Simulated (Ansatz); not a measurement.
# ρ(T) of NiTe2 (P-3m1) in two numbers

Wanted: a compact model of ρ(T) for NiTe2 (P-3m1) and a check of it.

The resistivities were computed with Ansatz 0.2.0 (DFT PBEsol, scalar-relativistic, plane waves, PAW; PAW set soft_1) from the linearised Boltzmann equation with harmonic phonons, on q 3×3×3, k 15×15×9, scattering 24×24×16; the fit below is done by hand on them.

## (1) What is given

Symmetry: P-3m1, No. 164, trigonal system. Conventional cell: a = 3.836 Å, b = 3.836 Å, c = 5.134 Å, α = 90.00°, β = 90.00°, γ = 120.00°. Ni on site a has 6 Te at 2.56 Å as nearest neighbours. Around Te on site d lie 3 Ni at 2.56 Å.

This is the relaxed cell of the run, from steps not shown here.

The mean resistivity of the three axes from 50 to 800 K, with one row held back; the colder rows stay outside the fit and test it at the end:

| T (K) | ρ (μΩ cm) |
| --- | --- |
| 50 | 1.460 |
| 80 | 3.537 |
| 100 | 4.95 |
| 150 | 8.366 |
| 200 | 11.65 |
| 273 | ? |
| 300 | 17.97 |
| 400 | 24.10 |
| 500 | 30.08 |
| 600 | 35.94 |
| 800 | 47.45 |

## (2) Model and fit

Bloch and Grüneisen's form is ρ(T) = A (T/Θ)⁵ J₅(Θ/T), with J₅(z) the integral of x⁵/((eˣ − 1)(1 − e⁻ˣ)) from 0 to z. It goes as T⁵ far below Θ and as A T/(4Θ) far above. For a trial Θ the best A is the geometric mean of ρ/[(T/Θ)⁵ J₅] over the rows, and the scatter of that ratio measures the fit:

| Θ (K) | A (μΩ cm) | scatter (%) |
| --- | --- | --- |
| 116 | 25.74 | 13.4 |
| 156 | 36.08 | 7.2 |
| 174 | 41.14 | 4.0 |
| 194 | 47.09 | 0.9 |
| 214 | 53.45 | 4.3 |
| 242 | 63.09 | 10.3 |
| 292 | 82.78 | 21.9 |

The scatter is least at Θ = 194 K, with A = 47.09 μΩ cm (0.9 % r.m.s.).

| T (K) | computed | fit |
| --- | --- | --- |
| 50 | 1.460 | 1.456 |
| 80 | 3.537 | 3.563 |
| 100 | 4.95 | 4.960 |
| 150 | 8.366 | 8.307 |
| 200 | 11.65 | 11.52 |
| 300 | 17.97 | 17.79 |
| 400 | 24.10 | 23.96 |
| 500 | 30.08 | 30.09 |
| 600 | 35.94 | 36.20 |
| 800 | 47.45 | 48.39 |

## (3) Prediction and check

At T = 273 K, Θ/T = 0.711, J₅ = 0.06200 and (T/Θ)⁵ = 5.518, so the fit gives 16.11 μΩ cm. The computed value is 16.29 μΩ cm: the fit is off by -1.08 %. Outside its range, at 20 K, it gives 0.0630 against 0.0870 μΩ cm computed, 0.72 times that; at that temperature the run's own test moves by 4 % between meshes in the component that moves most. Among the rows used, the largest miss is +2.0 %, at 800 K.

## (4) Reading Θ and A

Θ = 194 K is 1.48 times ħω_log/k_B (131 K) and 0.59 of the highest phonon frequency (327 K). The high-temperature slope of the fit, A/(4Θ), is 0.0607 μΩ cm/K. The same slope from the run's transport coupling and plasma energy, 2π k_B λ_tr/(ħ ε₀ ω_p²) with λ_tr = 0.490, 0.490, 0.464 (xx, yy, zz) and ħω_p = 5.53, 5.53, 5.32 (xx, yy, zz) eV, is 0.0651 μΩ cm/K in the mean of the axes, +7.3 % from it. For comparison, the computed rows rise by 0.0575 μΩ cm/K between the two hottest.

## (5) Summary of results

```json
{
  "Θ": "194 K",
  "A": "47.09 μΩ cm",
  "scatter of the fit": "0.9 %",
  "held-back row at 273 K, fit against computed": "16.11 against 16.29 μΩ cm"
}
```

**Reading.** Two numbers, Θ = 194 K and A = 47.1 μΩ cm, hold the computed ρ(T) from 50 to 800 K within 0.89 % r.m.s. and predict the held-back row within 1.08 %. At 20 K, outside the rows fitted, it gives 0.72 times the computed value. By the run's own test the resistivity at 300 K moves by 5 % between its two finest scattering meshes, in the component that moves most. The relaxed volume lies -4.3 % from the database entry, whose temperature is not recorded here; volume shifts the phonons and ρ. The fit describes the calculation: impurities, thermal expansion, changes of phase and anharmonicity are in neither.

[Logs are printed without paths, hosts, clocks, repeated set-up lines and the standing remarks that a program may print on its own settings, such as how far it seeks lower states.]

[Hosts, paths, dates, database ids (printed as entryN), source tags and the programs' standing remarks are cut or masked in the printed files.]
